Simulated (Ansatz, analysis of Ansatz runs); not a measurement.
# CsLi2Br3 (Immm), nudged elastic band: V_Br hop (4.0 Å) (q = 0)

How high is the barrier when Br changes place in CsLi2Br3 (Immm)? The case: V_Br hop (4.0 Å), charge 0, in a cell of 72 host atoms with 1 Br taken out.

Calculated with Ansatz 0.2.0; plane-wave PAW DFT, PBEsol; nudged elastic band between two relaxed defect structures.

## 1. Starting point

The cell holds 71 atoms: 12 Cs, 24 Li and 35 Br. Its edges and angles: a = 13.853 Å, b = 11.980 Å, c = 13.179 Å, α = 90.0°, β = 90.0°, γ = 67.3°. It derives from CsLi2Br3 (space group Immm). Nearest the centre at fractional (0.458, 0.625, 0.890): Li30 at 1.75 Å, Br45 at 2.01 Å, Cs25 at 3.06 Å, Cs48 at 3.06 Å, Br20 at 3.51 Å, Br43 at 3.51 Å, Li33 at 3.74 Å, Li56 at 3.74 Å.

The cell's shortest repeat is 12.0 Å.

## 2. Relaxation of the start point, charge 0

The ends come first: from an unrelaxed start the top is counted from too high an energy, and the barrier comes out too low. Small random displacements break the symmetry of the ideal sites, so that the defect can distort if it gains by it. The cell holds an odd number of electrons, so the run is spin-polarised with the moment held at 1 μB.

q0_M1.start/input.yaml

```yaml
crystal:
  lattice:
    - [13.85313549, 0.0, 0.0]
    - [4.61771183, 11.05374572, 0.0]
    - [0.0, 0.0, 13.17916514]
  atoms:
    - { symbol: Cs, position: [0.0, 0.5, 0.0] }
    - { symbol: Cs, position: [0.08333333, 0.75, 0.5] }
    - { symbol: Cs, position: [0.16666667, 0.0, 0.0] }
    - { symbol: Cs, position: [0.25, 0.25, 0.5] }
    - { symbol: Li, position: [0.0, 0.5, 0.30795837] }
    - { symbol: Li, position: [0.08333333, 0.75, 0.80795837] }
    - { symbol: Li, position: [0.16666667, 0.0, 0.30795837] }
    - { symbol: Li, position: [0.25, 0.25, 0.80795837] }
    - { symbol: Li, position: [0.0, 0.5, 0.69204163] }
    - { symbol: Li, position: [0.08333333, 0.75, 0.19204163] }
    - { symbol: Li, position: [0.16666667, 0.0, 0.69204163] }
    - { symbol: Li, position: [0.25, 0.25, 0.19204163] }
    - { symbol: Br, position: [0.0, 0.0, 0.78187172] }
    - { symbol: Br, position: [0.08333333, 0.25, 0.28187172] }
    - { symbol: Br, position: [0.16666667, 0.5, 0.78187172] }
    - { symbol: Br, position: [0.25, 0.75, 0.28187172] }
    - { symbol: Br, position: [0.0, 0.0, 0.21812828] }
    - { symbol: Br, position: [0.08333333, 0.25, 0.71812828] }
    - { symbol: Br, position: [0.16666667, 0.5, 0.21812828] }
    - { symbol: Br, position: [0.25, 0.75, 0.71812828] }
    - { symbol: Br, position: [0.0, 0.5, 0.5] }
    - { symbol: Br, position: [0.08333333, 0.75, 0.0] }
    - { symbol: Br, position: [0.16666667, 0.0, 0.5] }
    - { symbol: Br, position: [0.25, 0.25, 0.0] }
    - { symbol: Cs, position: [0.33333333, 0.5, 0.0] }
    - { symbol: Cs, position: [0.41666667, 0.75, 0.5] }
    - { symbol: Cs, position: [0.5, 0.0, 0.0] }
    - { symbol: Cs, position: [0.58333333, 0.25, 0.5] }
    - { symbol: Li, position: [0.33333333, 0.5, 0.30795837] }
    - { symbol: Li, position: [0.41666667, 0.75, 0.80795837] }
    - { symbol: Li, position: [0.5, 0.0, 0.30795837] }
    - { symbol: Li, position: [0.58333333, 0.25, 0.80795837] }
    - { symbol: Li, position: [0.33333333, 0.5, 0.69204163] }
    - { symbol: Li, position: [0.41666667, 0.75, 0.19204163] }
    - { symbol: Li, position: [0.5, 0.0, 0.69204163] }
    - { symbol: Li, position: [0.58333333, 0.25, 0.19204163] }
    - { symbol: Br, position: [0.33333333, 0.0, 0.78187172] }
    - { symbol: Br, position: [0.41666667, 0.25, 0.28187172] }
    - { symbol: Br, position: [0.58333333, 0.75, 0.28187172] }
    - { symbol: Br, position: [0.33333333, 0.0, 0.21812828] }
    - { symbol: Br, position: [0.41666667, 0.25, 0.71812828] }
    - { symbol: Br, position: [0.5, 0.5, 0.21812828] }
    - { symbol: Br, position: [0.58333333, 0.75, 0.71812828] }
    - { symbol: Br, position: [0.33333333, 0.5, 0.5] }
    - { symbol: Br, position: [0.41666667, 0.75, 0.0] }
    - { symbol: Br, position: [0.5, 0.0, 0.5] }
    - { symbol: Br, position: [0.58333333, 0.25, 0.0] }
    - { symbol: Cs, position: [0.66666667, 0.5, 0.0] }
    - { symbol: Cs, position: [0.75, 0.75, 0.5] }
    - { symbol: Cs, position: [0.83333333, 0.0, 0.0] }
    - { symbol: Cs, position: [0.91666667, 0.25, 0.5] }
    - { symbol: Li, position: [0.66666667, 0.5, 0.30795837] }
    - { symbol: Li, position: [0.75, 0.75, 0.80795837] }
    - { symbol: Li, position: [0.83333333, 0.0, 0.30795837] }
    - { symbol: Li, position: [0.91666667, 0.25, 0.80795837] }
    - { symbol: Li, position: [0.66666667, 0.5, 0.69204163] }
    - { symbol: Li, position: [0.75, 0.75, 0.19204163] }
    - { symbol: Li, position: [0.83333333, 0.0, 0.69204163] }
    - { symbol: Li, position: [0.91666667, 0.25, 0.19204163] }
    - { symbol: Br, position: [0.66666667, 0.0, 0.78187172] }
    - { symbol: Br, position: [0.75, 0.25, 0.28187172] }
    - { symbol: Br, position: [0.83333333, 0.5, 0.78187172] }
    - { symbol: Br, position: [0.91666667, 0.75, 0.28187172] }
    - { symbol: Br, position: [0.66666667, 0.0, 0.21812828] }
    - { symbol: Br, position: [0.75, 0.25, 0.71812828] }
    - { symbol: Br, position: [0.83333333, 0.5, 0.21812828] }
    - { symbol: Br, position: [0.91666667, 0.75, 0.71812828] }
    - { symbol: Br, position: [0.66666667, 0.5, 0.5] }
    - { symbol: Br, position: [0.75, 0.75, 0.0] }
    - { symbol: Br, position: [0.83333333, 0.0, 0.5] }
    - { symbol: Br, position: [0.91666667, 0.25, 0.0] }
basis:
  ecutwfc: 420
  xc_grid: 2
hamiltonian:
  xc: pbesol
kpoints:
  mp_grid: { grid: [1, 1, 1], shift: [0.25, 0.25, 0.25] }
magnetization:
  spin_polarized: true
  initial_magnetization: 1
  spin_locking: { lock_magnetization: hard }
scf:
  occupations: { method: fixed }
  max_iter: 150
output:
  forces: true
relax:
  f_tol: 0.02
  max_steps: 70
  random_displacement: { amplitude: 0.03, seed: 7809 }
```

The run is started by

```sh
ansatz run input.yaml --threads 32 --pin off --max-ram 84787MiB --backend cuda --events-out ev --progress --plain --runs-dir out --max-vram 78GiB
```

Numbers of over 12 decimals in the logs are rounded to 6 here.

Output:

```text
[... repeated set-up lines and file paths are left out, and long positions are rounded to six places ...]
The last accepted step is kept in <dir> (removed where the run ends without a failure and the disk answers)
Engine: ansatz 0.2.0, aarch64-unknown-linux-gnu
Pseudopotentials: kind: paw
Pseudopotential: Cs, paw, valence charge 9, recommended cutoff 420 eV (normal), Cs.paw.azcp
Pseudopotential: Li, paw, valence charge 3, recommended cutoff 420 eV (normal), Li.paw.azcp
Pseudopotential: Br, paw, valence charge 7, recommended cutoff 420 eV (normal), Br.paw.azcp
Functional definition: PBEsol
  exchange = pbesol_x
  correlation = pbesol_c
[...]
Crystal: 71 atoms, lattice volume = 2018.113 Å³
Basis set: ecut = 420 eV, 39381 PW (Γ), exchange–correlation on 192×162×180 points (8 copies of the dense FFT grid, shifted against one another)
Bands: 284, of which v1, the nominal top of the filled ones, is band 213 counted from 1 (212 counted from 0)
Symmetry: 1 space group operations
k-points: 1
Non-local potential: Cs, projectors of the file, l = 0: 3, l = 1: 2, l = 2: 2, l = 3: 2
Non-local potential: Li, projectors of the file, l = 0: 3, l = 1: 2, l = 2: 1
Non-local potential: Br, projectors of the file, l = 0: 2, l = 1: 2, l = 2: 2
PAW form: soft (Blöchl's): semilocal exchange-correlation on the pseudo side does not see the compensation charge
PAW frozen core: Cs, regenerated for the run's functional, and the local potential with it (the file was generated under x = pbe(κ = 0.804, μ = 0.219515), c = pbe(β = 0.066725))
PAW frozen core: Br, regenerated for the run's functional, and the local potential with it (the file was generated under x = pbe(κ = 0.804, μ = 0.219515), c = pbe(β = 0.066725))
PAW one-centre angular grid: Cs, 194 points (default); XC on 64 Gauss nodes
PAW one-centre angular grid: Li, 110 points (default); XC on 64 Gauss nodes
PAW one-centre angular grid: Br, 110 points (default); XC on 64 Gauss nodes
Initial density: superposition of atomic densities (chi_scale 0.1, normalization cell, long waves kept (reshape's long-wave potential 0.15 eV rms))
Starting moments: Σ|m| = 1 μB on 71 of 71 sites
Initial wavefunctions: pseudopotential atomic-orbital guess
[...]
Functional: x = pbesol(κ = 0.804, μ = 0.123457), c = pbesol(β = 0.046)
SCF iter   1: F=—  HF=-167803.110723 eV  |F-HF|=—  |Δ(HF+E_count)|=         —  Δρ=1.24e-2 (↑1.19e-2 ↓1.24e-2)  dr2=2.71e1  dr2_m=3.09e-2  M=1.000 μB ∫|m|=1.010 μB  β_m=0.30  ethr=3.10e-3  ⟨swp⟩=9.0  Hψ=1714  notcnv=0  defer=130
preconditioner: auto → Resta (q_TF=auto, 2.104 Å⁻¹)  ε∞=3.2  [insulator: Δε(μ)=1.230 eV  Ē_g=9.363 eV  n_scr=320 (ndim 8)  ℏωp=13.9 eV  f_vac=0.000  ε∞_Penn≈3.2]
spin=Collinear: Resta preconditioning applied to the charge; magnetization (m = ρ↑ − ρ↓) channel mixes plain (no charge-response kernel on spin).
SCF iter   2: F=—  HF=-167796.897830 eV  |F-HF|=—  |Δ(HF+E_count)|=    6.21e0  Δρ=8.41e-3 (↑8.03e-3 ↓8.41e-3)  dr2=1.35e1  dr2_m=1.64e-2  M=1.000 μB ∫|m|=1.011 μB  β_m=0.64  ethr=3.10e-3  ⟨swp⟩=3.0  Hψ=595  notcnv=0  defer=138
[...]
SCF iter   8: F=-167791.642678 eV  HF=-167791.642678 eV  |F-HF|=1.52e-7  |Δ(HF+E_count)|=   6.83e-6  Δρ=2.00e-6 (↑2.00e-6 ↓1.94e-6)  dr2=7.00e-7  dr2_m=7.57e-10  M=1.000 μB ∫|m|=1.023 μB  ethr=2.02e-9  ⟨swp⟩=3.5  Hψ=1378  notcnv=0
SCF 1 converged in 8 iterations: F = -167791.642678 eV  dr2 = 7.00e-7
  greatest PAW one-centre occupation: 0.999 electrons in one spin orbital (limit 2), on the Li atom at site 51 (counted from 0), in its partial waves of l = 0
relax step   1: F+E_penalty+E_count = -167791.64267799 eV  Δ(F+E_penalty+E_count) = +0.000e0 eV  max|allowed force component| = 1.630e-1 eV/Å  Δτ_max = 0.0000 Å  (8 SCF iters, dr2 threshold 1.00e-5 eV, accepted)
[... the SCF cycles and remarks between the steps are left out from here to the last step ...]
relax step   2: F+E_penalty+E_count = -167791.68944910 eV  Δ(F+E_penalty+E_count) = -4.677e-2 eV  max|allowed force component| = 1.546e-1 eV/Å  Δτ_max = 0.1060 Å  (5 SCF iters, dr2 threshold 1.66e-6 eV, accepted)
relax step   3: F+E_penalty+E_count = -167791.72866433 eV  Δ(F+E_penalty+E_count) = -3.922e-2 eV  max|allowed force component| = 2.057e-2 eV/Å  Δτ_max = 0.0841 Å  (6 SCF iters, dr2 threshold 1.49e-6 eV, accepted)
[...]
SCF 4 converged in 6 iterations: F = -167791.731744 eV  dr2 = 2.86e-8
relax step   4: F+E_penalty+E_count = -167791.73174405 eV  Δ(F+E_penalty+E_count) = -3.080e-3 eV  max|allowed force component| = 5.141e-3 eV/Å  Δτ_max = 0.0299 Å  (6 SCF iters, accepted)
SCF converged after 6 iterations
[...]
- { symbol: Br, position: [0.250006, 0.749922, 0.282449] }
    - { symbol: Br, position: [0.000142, 0.000101, 0.217689] }
    - { symbol: Br, position: [0.084067, 0.249929, 0.718461] }
    - { symbol: Br, position: [0.166230, 0.500221, 0.215859] }
    - { symbol: Br, position: [0.255118, 0.745720, 0.722601] }
    - { symbol: Br, position: [0.000168, 0.499877, 0.499813] }
    - { symbol: Br, position: [0.082857, 0.750912, -0.000169] }
    - { symbol: Br, position: [0.168377, -0.001309, 0.500798] }
    - { symbol: Br, position: [0.250164, 0.250539, 4.686782759126882e-6] }
    - { symbol: Cs, position: [0.333644, 0.501355, -0.003573] }
    - { symbol: Cs, position: [0.418086, 0.746708, 0.500380] }
    - { symbol: Cs, position: [0.499987, 0.000325, 0.001839] }
    - { symbol: Cs, position: [0.582315, 0.252999, 0.500446] }
    - { symbol: Li, position: [0.332696, 0.500192, 0.306807] }
    - { symbol: Li, position: [0.413451, 0.762477, 0.809124] }
    - { symbol: Li, position: [0.500113, 0.000103, 0.308505] }
    - { symbol: Li, position: [0.586560, 0.238202, 0.809076] }
    - { symbol: Li, position: [0.340071, 0.500399, 0.691500] }
    - { symbol: Li, position: [0.417094, 0.749729, 0.192476] }
    - { symbol: Li, position: [0.500290, -0.000552, 0.691689] }
    - { symbol: Li, position: [0.583127, 0.250770, 0.192489] }
    - { symbol: Br, position: [0.334170, 0.002483, 0.782544] }
    - { symbol: Br, position: [0.416520, 0.250123, 0.282783] }
    - { symbol: Br, position: [0.583708, 0.750215, 0.282843] }
    - { symbol: Br, position: [0.333545, -0.000142, 0.217313] }
    - { symbol: Br, position: [0.417807, 0.255507, 0.720015] }
    - { symbol: Br, position: [0.500259, 0.500092, 0.216597] }
    - { symbol: Br, position: [0.582465, 0.744362, 0.719886] }
    - { symbol: Br, position: [0.331026, 0.500673, 0.498949] }
    - { symbol: Br, position: [0.417664, 0.749024, -0.000528] }
    - { symbol: Br, position: [0.500227, -6.229772494906306e-5, 0.501082] }
    - { symbol: Br, position: [0.582294, 0.251544, -0.000622] }
    - { symbol: Cs, position: [0.666439, 0.499257, -0.003488] }
    - { symbol: Cs, position: [0.749971, 0.749388, 0.500952] }
    - { symbol: Cs, position: [0.833367, 0.000543, -5.440160934293418e-5] }
    - { symbol: Cs, position: [0.916955, 0.249196, 0.501934] }
    - { symbol: Li, position: [0.667747, 0.499538, 0.306918] }
    - { symbol: Li, position: [0.750888, 0.744972, 0.808409] }
    - { symbol: Li, position: [0.833213, 0.000179, 0.308234] }
    - { symbol: Li, position: [0.915810, 0.251710, 0.808160] }
    - { symbol: Li, position: [0.660439, 0.499056, 0.691614] }
    - { symbol: Li, position: [0.750523, 0.749339, 0.192237] }
    - { symbol: Li, position: [0.833663, -0.003111, 0.691959] }
    - { symbol: Li, position: [0.916743, 0.251000, 0.192453] }
    - { symbol: Br, position: [0.666065, -0.002410, 0.782467] }
    - { symbol: Br, position: [0.750333, 0.249999, 0.282601] }
    - { symbol: Br, position: [0.833333, 0.499399, 0.780204] }
    - { symbol: Br, position: [0.916535, 0.750470, 0.283417] }
    - { symbol: Br, position: [0.666637, 0.000489, 0.217258] }
    - { symbol: Br, position: [0.745139, 0.254379, 0.722540] }
    - { symbol: Br, position: [0.834012, 0.499955, 0.216157] }
    - { symbol: Br, position: [0.916307, 0.750017, 0.718276] }
    - { symbol: Br, position: [0.669256, 0.499178, 0.499035] }
    - { symbol: Br, position: [0.749948, 0.749885, -1.1511987204266805e-5] }
    - { symbol: Br, position: [0.831880, 0.001143, 0.500769] }
    - { symbol: Br, position: [0.917230, 0.249744, -8.209443170276586e-5] }
```

Wall time 4.6 s (1 × NVIDIA GB200 with 32 threads of Arm Neoverse V2, shared host); peak memory 1.5 GiB.

The steps of the relaxation:

```
step  energy less that of the first step (eV)  largest force component (eV/Å)
   1                                   0.0000                          0.1630
   2                                  -0.0468                          0.1546
   3                                  -0.0860                          0.0206
   4                                  -0.0891                          0.0051
```

The atoms that moved most (Å, from the sites as typed, ahead of the random displacement, the mean shift of all atoms taken out):

```
atom      dx      dy      dz  length
Li30   0.011   0.137   0.014   0.138
Li32  -0.012  -0.131   0.013   0.132
Li33   0.093   0.004  -0.009   0.094
Li56  -0.093  -0.011  -0.007   0.094
Br20   0.049  -0.048   0.057   0.090
Br65  -0.049   0.048   0.057   0.089
Br43  -0.040  -0.063   0.022   0.078
Br41   0.039   0.060   0.023   0.075
```

Neighbours of Br45 at the end:

```
atom  distance (Å)
Li30         2.513
Li34         2.544
Cs25         3.581
Cs48         3.589
Cs27         3.607
 Cs3         3.617
Br42         3.970
Br40         3.991
Br37         4.003
```

Read from the output:

| Property | Result |
| --- | --- |
| free energy | -167791.7317 eV |
| total moment | 1 μB |
| integral of the absolute spin density | 1.026 μB |
| spin contamination | 0.001131 |
| r.m.s. move of the farther half of the atoms | 0.02194 Å |
| largest move from the ideal geometry of this structure, a common shift of the far atoms taken out | 0.1354 Å |

The relaxation gained 0.089 eV and ended with a largest force component of 0.0051 eV/Å.

(Continued in part 2 of 3.)

[Logs are printed without paths, hosts, clocks, repeated set-up lines and the standing remarks that a program may print on its own settings, such as how far it seeks lower states.]

[Hosts, paths, dates, database ids (printed as entryN), source tags and the programs' standing remarks are cut or masked in the printed files.]
